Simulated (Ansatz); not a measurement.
# Phonons of MgO (Periclase, Fm-3m) against volume, part 3 of 3

Aim: how do the optical modes of MgO (Periclase, Fm-3m) move with volume?

Ansatz 0.2.0; DFT PBEsol, scalar-relativistic, plane waves, PAW; PAW set soft_1.

So far, mean static dielectric tensor (ions relaxed, fixed cell): step 4 (zone-centre response at rest) 10.4; step 6 (volume ratio 1.06) 12.6.

The database entry behind the starting cell differs from later determinations by our own check (about 0.1 % long), so it need not match the best structure at ambient conditions.

## 8. Modes of this member: 0.9 times the volume at rest

The zone-centre modes follow for 0.9 times the volume at rest, with the response to a field.

The input, input.yaml:

```yaml
crystal:
  lattice:
    - [0.0, 2.0347526706, 2.0347526706]
    - [2.0347526706, 0.0, 2.0347526706]
    - [2.0347526706, 2.0347526706, 0.0]
  atoms:
    - { symbol: O, position: [0.5, 0.5, 0.5] }
    - { symbol: Mg, position: [0.0, 0.0, 0.0] }
kpoints:
  mp_grid: { grid: [12, 12, 12] }
hamiltonian:
  xc: pbesol
  pseudopotentials: { kind: paw, azcp: { folder: soft_1 }, xc_functional: pbe }
scf:
  occupations: { method: fixed }
output:
  eigenvalues: true
phonons:
  method: dfpt
  dielectric: true
  rigid_motions: translations
```

Started as:

```console
$ ansatz run input.yaml --threads 4 --pin off --max-ram 10240MiB --backend cpu --events-out ev --progress --plain --runs-dir out
```

Numbers of over 12 decimals in the logs are rounded to 6 here.

The log of the run:

```text
[...]
Crystal: 2 atoms, lattice volume = 16.849 Å³
Basis set: ecut = 420 eV, 331 PW (Γ), exchange–correlation on 40×40×40 points (8 copies of the dense FFT grid, shifted against one another)
Bands: 12, of which v1, the nominal top of the filled ones, is band 8 counted from 1 (7 counted from 0)
Symmetry: 48 space group operations
k-points: 163 of 1728 (irreducible under 8 space group operations, time reversal used)
[...]
optical modes at Γ + LO–TO along q̂ = [1.0000, 0.0000, 0.0000]:
      ω (cm⁻¹)  modes    IR ((D/Å)²/amu)
[...]
optical modes at Γ + LO–TO along q̂ = [0.0000, 1.0000, 0.0000]:
      ω (cm⁻¹)  modes    IR ((D/Å)²/amu)
        486.74      2            17.9372
        773.95      1             8.9686
  optical modes at Γ + LO–TO along q̂ = [0.0000, 0.0000, 1.0000]:
      ω (cm⁻¹)  modes    IR ((D/Å)²/amu)
        486.74      2            17.9372
        773.95      1             8.9686
[key lines of the parts left out:]
SCF converged after 9 iterations
Free energy (F): -2475.764252 eV
Fermi energy:    9.280964 eV
```

Run time: 6.5 s. Hardware: 4 threads of Arm Neoverse N1, shared host; peak memory 0.38 GiB; 23 s of CPU time.

Numbers from this step:

```
sum-rule residual before enforcement                    : 9.18e-5 eV/Å²
miss of the charge sum rule                             : 1.24e-5 e
highest optical mode at the zone centre (no LO-TO term) : 486.7 cm⁻¹
lowest optical zone-centre mode                         : 486.7 cm⁻¹
mean high-frequency dielectric constant                 : 3.136
largest Born charge (third of the trace)                : -1.937 e
mean static dielectric constant                         : 7.928
top of the zone-centre spectrum with the field          : 774.0 cm⁻¹
```

Without the LO-TO term. Patterns of degenerate modes are one choice out of their space. The modes at Γ (shares of kinetic energy by element, %):

| mode | frequency (cm⁻¹) | symmetry | O % | Mg % |
| --- | --- | --- | --- | --- |
| 1 | 0.0 | acoustic | 40 | 60 |
| 2 | 0.0 | acoustic | 40 | 60 |
| 3 | 0.0 | acoustic | 40 | 60 |
| 4 | 486.7 | T1u | 60 | 40 |
| 5 | 486.7 | T1u | 60 | 40 |
| 6 | 486.7 | T1u | 60 | 40 |

Transverse modes. Lines of the infrared spectrum (strongest = 100):

| position (cm⁻¹) | label | relative intensity |
| --- | --- | --- |
| 487 | T1u | 100 |

The optical mode without the LO-TO term lies at 486.7 cm⁻¹.

For the mean static dielectric tensor (ions relaxed, fixed cell), step 4 gave 10.4; this run, with volume ratio 0.9, gives 7.93 (-24 %).

## 9. All members side by side

The members are set side by side, also those not shown above.

Each row is one cell with its response, relaxed at fixed volume as far as symmetry leaves anything free; energies are extrapolated to zero smearing, and E0 is that at rest; shape and atoms are relaxed in each cell where symmetry leaves them free. State of the crystal along the series:

| volume ratio | V (Å³/atom) | pressure (GPa) | E - E0 (meV/atom) | gap on mesh (eV) | ε∞ | ε0 | largest Born charge in size, a third of the trace (e) | top mode with the field, highest of q along x, y and z (cm⁻¹) |
| --- | --- | --- | --- | --- | --- | --- | --- | --- |
| 0.9 | 8.424 | 20.6 | 54.99 | 5.701 | 3.136 | 7.928 | 1.937 | 774 |
| 0.92 | 8.611 | 15.58 | 33.91 | 5.464 | 3.155 | 8.327 | 1.946 | 756.3 |
| 0.94 | 8.799 | 11.06 | 18.39 | 5.238 | 3.176 | 8.765 | 1.954 | 739.3 |
| 0.96 | 8.986 | 6.982 | 7.911 | 5.022 | 3.198 | 9.248 | 1.963 | 723 |
| 0.98 | 9.173 | 3.31 | 1.917 | 4.817 | 3.221 | 9.782 | 1.972 | 707.3 |
| 0.99 | 9.267 | 1.61 | 0.4639 | 4.717 | 3.233 | 10.07 | 1.976 | 699.7 |
| 1 | 9.36 | -0.00536 | 0 | 4.62 | 3.245 | 10.37 | 1.98 | 692.2 |
| 1.02 | 9.548 | -2.998 | 1.807 | 4.433 | 3.27 | 11.04 | 1.989 | 677.6 |
| 1.04 | 9.735 | -5.699 | 6.889 | 4.253 | 3.296 | 11.78 | 1.997 | 663.6 |
| 1.06 | 9.922 | -8.143 | 15.04 | 4.083 | 3.322 | 12.62 | 2.006 | 650 |

Without the LO-TO term; each mode is tracked from rest by its pattern, and modes that stay within 0.3 cm⁻¹ of each other stand once; shape and atoms are relaxed in each cell where symmetry leaves them free. Optical modes along the series:

| V (Å³/atom) | mode 4 T1u (cm⁻¹) |
| --- | --- |
| 8.424 | 486.7 |
| 8.611 | 465.6 |
| 8.799 | 445.1 |
| 8.986 | 425.2 |
| 9.173 | 405.9 |
| 9.267 | 396.5 |
| 9.36 | 387.1 |
| 9.548 | 368.9 |
| 9.735 | 351 |
| 9.922 | 333.5 |

From cubic fits (parabolas where under five rows exist) of ln ω and P against ln V through the rows within about 4 % of rest: γ = −d ln ω / d ln V and dω/dP = γ ω / B. Slopes at rest:

| mode | fitted frequency at rest (cm⁻¹) | Grüneisen parameter γ | dω/dP (cm⁻¹/GPa) |
| --- | --- | --- | --- |
| mode 4 T1u | 387.1 | 2.39 | 5.88 |
| longitudinal mode | 692.2 | 1.07 | 4.71 |

## 10. Results

```
members                                                          : 10
highest optical mode at the zone centre (no LO-TO term), at rest : 387.1 cm⁻¹
bulk modulus at rest                                             : 157 GPa
mode 4 T1u, γ                                                    : 2.39
longitudinal mode, γ                                             : 1.07
```

What this shows: The series spans -8.1 to 20.6 GPa, and the slope at rest gives a bulk modulus of 157 GPa. The transverse optical mode has γ = 2.39 and moves by 5.9 cm⁻¹ for each GPa, the longitudinal one has γ = 1.07 and moves by 4.7. ε∞ is 3.25 at rest, with d ln ε∞ / d ln V = 0.38. One k mesh and one cutoff serve the ground states and modes of all volumes; the field response picks its own mesh. These are harmonic frequencies at zero temperature: anharmonic shifts, linewidths and thermal expansion are left out. The PAW files were made for PBE; the program adapts parts of them to the functional of the run, but their partial waves stay those of PBE, an approximation that was not tested in this session. Only the zone centre was solved, so an instability at another wavevector cannot show here.

[Logs are printed without paths, hosts, clocks, repeated set-up lines and the standing remarks that a program may print on its own settings, such as how far it seeks lower states.]

[Hosts, paths, dates, database ids (printed as entryN), source tags and the programs' standing remarks are cut or masked in the printed files.]
